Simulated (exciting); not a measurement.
## BaLiF3: the F K edge from the Bethe–Salpeter equation

Aim: the F K absorption edge of BaLiF3 with the electron–hole interaction treated explicitly, and what each term of the kernel does.

Program: exciting sodium. Level of theory: X-ray absorption, core-level Bethe-Salpeter equation, exchange and statically screened direct term, Tamm-Dancoff, all-electron LAPW+lo LDA. Results are calculated unless marked as measured.

**1. Starting point**

The structure is cubic, space group Pm-3m (No. 221). Conventional cell: a = 3.989 Å, b = 3.989 Å, c = 3.989 Å, α = 90.00°, β = 90.00°, γ = 90.00°. Ba has 12 F at 2.82 Å nearest. F has 2 Li at 1.99 Å and 4 Ba at 2.82 Å nearest. Nearest to Li lie 6 F at 1.99 Å. Farther neighbours and most contacts between anions are not listed.

As a file:

```xyz
5
Lattice="3.9886 0.0000 0.0000 0.0000 3.9886 0.0000 0.0000 0.0000 3.9886" Properties=species:S:1:pos:R:3 pbc="T T T"
Ba    0.0000    0.0000    0.0000
F     1.9943    0.0000    1.9943
F     1.9943    1.9943    0.0000
F     0.0000    1.9943    1.9943
Li    1.9943    1.9943    1.9943
```

Differences between curves are given as r.m.s. difference over r.m.s. height.

**2. Ground state**

The species files are the program's own, with muffin-tin radii set in the input.

input.xml reads:

```
<input>
  <title>BaLiF3</title>
  <structure speciespath="." autormt="false" epslat="1.0e-5">
    <crystal>
      <basevect>7.5373269239 0.0000000000 0.0000000000</basevect>
      <basevect>0.0000000000 7.5373269239 0.0000000000</basevect>
      <basevect>0.0000000000 0.0000000000 7.5373269239</basevect>
    </crystal>
    <species speciesfile="Ba.xml" rmt="2.464">
      <atom coord="0.0000000000 0.0000000000 0.0000000000"/>
    </species>
    <species speciesfile="F.xml" rmt="1.752">
      <atom coord="0.5000000000 0.0000000000 0.5000000000"/>
      <atom coord="0.5000000000 0.5000000000 0.0000000000"/>
      <atom coord="0.0000000000 0.5000000000 0.5000000000"/>
    </species>
    <species speciesfile="Li.xml" rmt="1.904">
      <atom coord="0.5000000000 0.5000000000 0.5000000000"/>
    </species>
  </structure>
  <groundstate do="fromscratch" xctype="LDA_PW" ngridk="4 4 4" rgkmax="7" gmaxvr="14" nempty="8" swidth="0.001" maxscl="100" epsengy="1e-5"/>
</input>
```

The run is started by

```console
OMP_NUM_THREADS=1 mpirun -n 2 exciting
```

The program printed:

```text
EXCITING SODIUM started
********************************************************************************
* Ground-state run starting from atomic densities                              *
********************************************************************************
+ Starting initialization                                                      +
 Lattice vectors (cartesian) :
      7.5373269239      0.0000000000      0.0000000000
      0.0000000000      7.5373269239      0.0000000000
      0.0000000000      0.0000000000      7.5373269239
 Reciprocal lattice vectors (cartesian) :
      0.8336092318      0.0000000000      0.0000000000
      0.0000000000      0.8336092318      0.0000000000
      0.0000000000      0.0000000000      0.8336092318
 Unit cell volume                           :     428.2053196488
 Brillouin zone volume                      :       0.5792786826
 Species :    1 (Ba)
     parameters loaded from                 :    Ba.xml
     name                                   :    barium
     nuclear charge                         :     -56.00000000
     electronic charge                      :      56.00000000
     atomic mass                            :  250331.80700000
     muffin-tin radius                      :       2.46400000
     # of radial points in muffin-tin       :     600
     atomic positions (lattice) :
       1 :   0.00000000  0.00000000  0.00000000
 Species :    2 (F)
     parameters loaded from                 :    F.xml
     name                                   :    fluorine
     nuclear charge                         :      -9.00000000
     electronic charge                      :       9.00000000
     atomic mass                            :   34631.97043000
     muffin-tin radius                      :       1.75200000
     # of radial points in muffin-tin       :     250
     atomic positions (lattice) :
       1 :   0.50000000  0.00000000  0.50000000
       2 :   0.50000000  0.50000000  0.00000000
       3 :   0.00000000  0.50000000  0.50000000
 Species :    3 (Li)
     parameters loaded from                 :    Li.xml
     name                                   :    lithium
     nuclear charge                         :      -3.00000000
     electronic charge                      :       3.00000000
     atomic mass                            :   12652.66897000
     muffin-tin radius                      :       1.90400000
     # of radial points in muffin-tin       :     250
     atomic positions (lattice) :
       1 :   0.50000000  0.50000000  0.50000000
 Total number of atoms per unit cell        :       5
 Spin treatment                             :    spin-unpolarised
 Number of Bravais lattice symmetries       :      48
 Number of crystal symmetries               :      48
 k-point grid                               :       4    4    4
 Total number of k-points                   :      10
 k-point set is reduced with crystal symmetries
 R^MT_min * |G+k|_max (rgkmax)              :       7.00000000
 Species with R^MT_min                      :       2 (F)
 Maximum |G+k| for APW functions            :       3.99543379
 Maximum |G| for potential and density      :      14.00000000
 G-vector grid sizes                        :      36    36    36
 Total number of G-vectors                  :   19933
 Maximum angular momentum used for
     APW functions                          :       8
     computing H and O matrix elements      :       8
     potential and density                  :       8
     inner part of muffin-tin               :       2
 Total nuclear charge                       :     -86.00000000
 Total electronic charge                    :      86.00000000
 Total core charge                          :      42.00000000
 Total valence charge                       :      44.00000000
 Number of empty states                     :       8
 Total number of valence states             :      31
 Maximum Hamiltonian size                   :     512
 Maximum number of plane-waves              :     480
 Total number of local-orbitals             :      32
 Exchange-correlation type                  :       3
     Perdew-Wang, Phys. Rev. B 45, 13244 (1992)
 Smearing scheme                            :    Gaussian
 Smearing width                             :       0.00100000
 Using multisecant Broyden potential mixing
+ Ending initialization                                                        +
********************************************************************************
* Groundstate module started                                                   *
********************************************************************************
 Output level for this task is set to normal
+ Self-consistent loop started                                                 +
 Density and potential initialised from atomic data
+ SCF iteration number :    1                                                  +
 Total energy                               :     -8438.31993890
 _______________________________________________________________
 Fermi energy                               :         0.14883362
 Kinetic energy                             :      8987.10299231
 Coulomb energy                             :    -17201.41323322
 Exchange energy                            :      -216.42940096
 Correlation energy                         :        -7.58029703
 DOS at Fermi energy (states/Ha/cell)       :         0.00000000
 Electron charges :
     core                                   :        42.00000000
     core leakage                           :         0.00005891
     valence                                :        44.00000000
     interstitial                           :         4.58751566
     charge in muffin-tin spheres :
                  atom     1    Ba          :        52.75287119
                  atom     2     F          :         8.80689558
                  atom     3     F          :         8.80689558
                  atom     4     F          :         8.80689558
                  atom     5    Li          :         2.23892641
     total charge in muffin-tins            :        81.41248434
     total charge                           :        86.00000000
 Estimated fundamental gap                  :         0.33648153
        valence-band maximum at    1      0.0000  0.0000  0.0000
     conduction-band minimum at    1      0.0000  0.0000  0.0000
[... further iterations ...]
| Convergence targets achieved. Performing final SCF iteration                 +
 Total energy                               :     -8439.03453746
 _______________________________________________________________
 Fermi energy                               :         0.18838500
 Kinetic energy                             :      8983.87415455
 Coulomb energy                             :    -17199.42621421
 Exchange energy                            :      -215.92255741
 Correlation energy                         :        -7.55992039
 DOS at Fermi energy (states/Ha/cell)       :         0.00000000
 Electron charges :
     core                                   :        42.00000000
     core leakage                           :         0.00005778
     valence                                :        44.00000000
     interstitial                           :         5.06183862
     charge in muffin-tin spheres :
                  atom     1    Ba          :        52.91815812
                  atom     2     F          :         8.57861323
                  atom     3     F          :         8.57861323
                  atom     4     F          :         8.57861323
                  atom     5    Li          :         2.28416356
     total charge in muffin-tins            :        80.93816138
     total charge                           :        86.00000000
 Estimated fundamental gap                  :         0.24164088
        valence-band maximum at    1      0.0000  0.0000  0.0000
     conduction-band minimum at    1      0.0000  0.0000  0.0000
+ Self-consistent loop stopped                                                 +
 STATE.OUT is written
********************************************************************************
* Groundstate module stopped                                                   *
********************************************************************************
 Total time spent (seconds)                 :        47.27
- CAUTION! Warnings have been written in file WARNING.OUT !                    -
| EXCITING SODIUM stopped                                                      =
```

The job ended after 50 s (2 MPI ranks of Intel Xeon at 2.70GHz, shared host).

The warnings file holds hints only, no warning.

The mesh shows a gap of 6.58 eV. Core levels (Dirac, from the valence top):

```csv
atom,level,energy (eV)
Ba,2p3/2,-5147.0
Ba,3s1/2,-1229.5
Ba,3p1/2,-1087.2
Ba,3p3/2,-1013.5
Ba,3d3/2,-762.9
Ba,3d5/2,-747.2
Ba,4s1/2,-232.3
Ba,4p1/2,-180.5
Ba,4p3/2,-165.1
F,1s1/2,-646.6
```

**3. A richer basis for the empty states**

Each species file gets more local orbitals, built from u and its energy derivative at 0.15 Ha and u at 0.9 Ha.

input.xml is that of step 2.

SPECIES.xml, added lines reads:

```
<lo l="L">  <!-- L = 0, 1, 2, and 3 from Cs on -->
  <wf matchingOrder="0" trialEnergy="0.1500" searchE="false"/>
  <wf matchingOrder="1" trialEnergy="0.1500" searchE="false"/>
  <wf matchingOrder="0" trialEnergy="0.9000" searchE="false"/>
</lo>
```

The run is started by

```console
OMP_NUM_THREADS=1 mpirun -n 2 exciting
```

The program printed:

```text
EXCITING SODIUM started
********************************************************************************
* Ground-state run starting from atomic densities                              *
********************************************************************************
+ Starting initialization                                                      +
[... lattice and species ...]
 Spin treatment                             :    spin-unpolarised
 Number of Bravais lattice symmetries       :      48
[...]
+ Self-consistent loop stopped                                                 +
 STATE.OUT is written
********************************************************************************
* Groundstate module stopped                                                   *
********************************************************************************
 Total time spent (seconds)                 :        51.60
- CAUTION! Warnings have been written in file WARNING.OUT !                    -
| EXCITING SODIUM stopped                                                      =
[key lines of the parts left out:]
Total energy                               :     -8439.03555565
Fermi energy                               :         0.18902834
```

Run time: 52 s. Hardware: 2 MPI ranks.

Against the first ground state the total energy moves by -6 meV an atom and the gap by -0.01 eV.

[end of part 1 of 3]

[Banner, clock and machine lines of the logs are left out without a mark of their own.]

[Logs are printed without paths, hosts, clocks, repeated set-up lines and the standing remarks that a program may print on its own settings, such as how far it seeks lower states.]

[Hosts, paths, dates, database ids (printed as entryN), source tags and the programs' standing remarks are cut or masked in the printed files.]
